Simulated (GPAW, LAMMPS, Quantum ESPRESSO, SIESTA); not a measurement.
## Amorphous film on crystalline C with 5 % Si on C sites, (100) (216 atoms): runs against a plane-wave reference

The cell holds 216 atoms: 205 C and 11 Si. Cell: a = 10.698 Å, b = 10.698 Å, c = 22.983 Å, α = 90.0°, β = 90.0°, γ = 90.0°. It derives from C (diamond C). A 3 x 3 x 3 block of diamond C (a = 3.566 Å), 5 % of C replaced at random by Si with its (100) planes normal to z; the lower 33 % held fixed, the rest melted at 8000 K for 10 ps and cooled to 500 K at 100 K/ps with the Tersoff potential (Tersoff, Phys. Rev. B 39, 5566 (1989)); then all atoms free for 10 ps at 500 K, under 12 Å of vacuum. Minimised at fixed cell. Regions: crystal, 72 atoms (69 C and 3 Si); amorphous, 144 atoms (136 C and 8 Si). Vacuum lies along c.

Geometry: as built.

The reference, a calculation:

```
method                 : Kohn-Sham DFT, PBE, SSSP efficiency 1.3.0 pseudopotentials, plane waves (Quantum ESPRESSO 7.5); sssp-pbe-1.3.0-efficiency, cutoffs 45/360 Ry, Γ point
r.m.s. force component : 1.116 eV/Å
longest force          : 5.723 eV/Å
time                   : 14 min on 4 MPI ranks of Arm Neoverse V2, shared host
CPU time               : 56 min
```

**Question.** The same geometry is run in other programs. How far does each lie from the reference, and what does it cost?
- GPAW PBE, LCAO dzp, h 0.2 Å, other mixer settings (GPAW 26.7.0; 4 MPI ranks)
- SIESTA PBE, DZP, shift 0.01 Ry, mesh 200 Ry (SIESTA 5.4.2; 4 MPI ranks)
- SIESTA PBE, SZP, shift 0.01 Ry, mesh 300 Ry (SIESTA 5.4.2; 4 MPI ranks)
- SIESTA PBE, DZP, shift 0.01 Ry, mesh 300 Ry (SIESTA 5.4.2; 4 MPI ranks)
- QE PBE, sssp-1.3.0-efficiency, 45/360 Ry, rmm-davidson (Quantum ESPRESSO 7.5; 4 MPI ranks)
- GPAW PBE, plane waves 450 eV (GPAW 26.7.0; 4 MPI ranks)
- GPAW PBE, LCAO dzp, h 0.2 Å (GPAW 26.7.0; 4 MPI ranks)

Differences are against the plane-wave reference, forces as r.m.s. over components; share is that over the reference's r.m.s. force, slope the least-squares factor from reference forces to these. Total energies of different programs have different zeros and aren't compared.

```tsv
run	Δ force, r.m.s. (meV/Å)	share (%)	slope	cores	CPU time	memory (GiB)
reference	-	-	-	4	56 min	12
GPAW PBE, LCAO dzp, h 0.2 Å, other mixer settings	137	12.2	1.022	4	58 min	6.0
SIESTA PBE, DZP, shift 0.01 Ry, mesh 200 Ry	183	16.4	1.022	4	18 min	2.9
SIESTA PBE, SZP, shift 0.01 Ry, mesh 300 Ry (coarse)	554	49.7	1.081	4	15 min	3.0
SIESTA PBE, DZP, shift 0.01 Ry, mesh 300 Ry	183	16.4	1.022	4	25 min	3.9
QE PBE, sssp-1.3.0-efficiency, 45/360 Ry, rmm-davidson	0.134	0.012	1.000	4	59 min	12
GPAW PBE, plane waves 450 eV	20.1	1.80	1.004	4	50 min	4.8
GPAW PBE, LCAO dzp, h 0.2 Å	136	12.2	1.021	4	50 min	6.2
```

Rows marked coarse were listed beforehand as settings not expected to be converged; some can still land near the reference.

CPU time is summed over cores on a shared host, where runs went side by side, so it is rough. Symmetry, cutoffs, thresholds, outputs and thread counts weren't matched or tuned between programs; memory under MPI is the largest rank's times the ranks.

PBE on plane waves or a grid with other potentials, cutoffs or grids, coarse settings apart, differs from the reference by 1.8 % (GPAW PBE, plane waves 450 eV) of the r.m.s. force; this holds the reference's own error, so differences of a few per cent don't tell which side is nearer the exact PBE result. With the reference's own potentials and cutoffs, another solver or threshold moves forces by 0.012 % (QE PBE, sssp-1.3.0-efficiency, 45/360 Ry, rmm-davidson). The PBE runs in local orbitals, coarse settings apart, differ by 12 % (GPAW PBE, LCAO dzp, h 0.2 Å) to 16 % (SIESTA PBE, DZP, shift 0.01 Ry, mesh 200 Ry); basis, grid and potentials can all enter. Runs with settings chosen to be coarse differ by 50 % (SIESTA PBE, SZP, shift 0.01 Ry, mesh 300 Ry), their programs' other errors included. The network of bonds at the start is that of the classical potential that made the cell, and needn't be the one that DFT or experiment would give. The runs have no spin polarisation, so any moments at edges, vacancies or dangling bonds can't form. The electronic-structure runs sample only Γ, in a cell whose shortest periodic width is 11 Å, which is coarse for a cell with partly filled levels.

[Logs are printed without paths, hosts, clocks, repeated set-up lines and the standing remarks that a program may print on its own settings, such as how far it seeks lower states.]

[Hosts, paths, dates, database ids (printed as entryN), source tags and the programs' standing remarks are cut or masked in the printed files.]
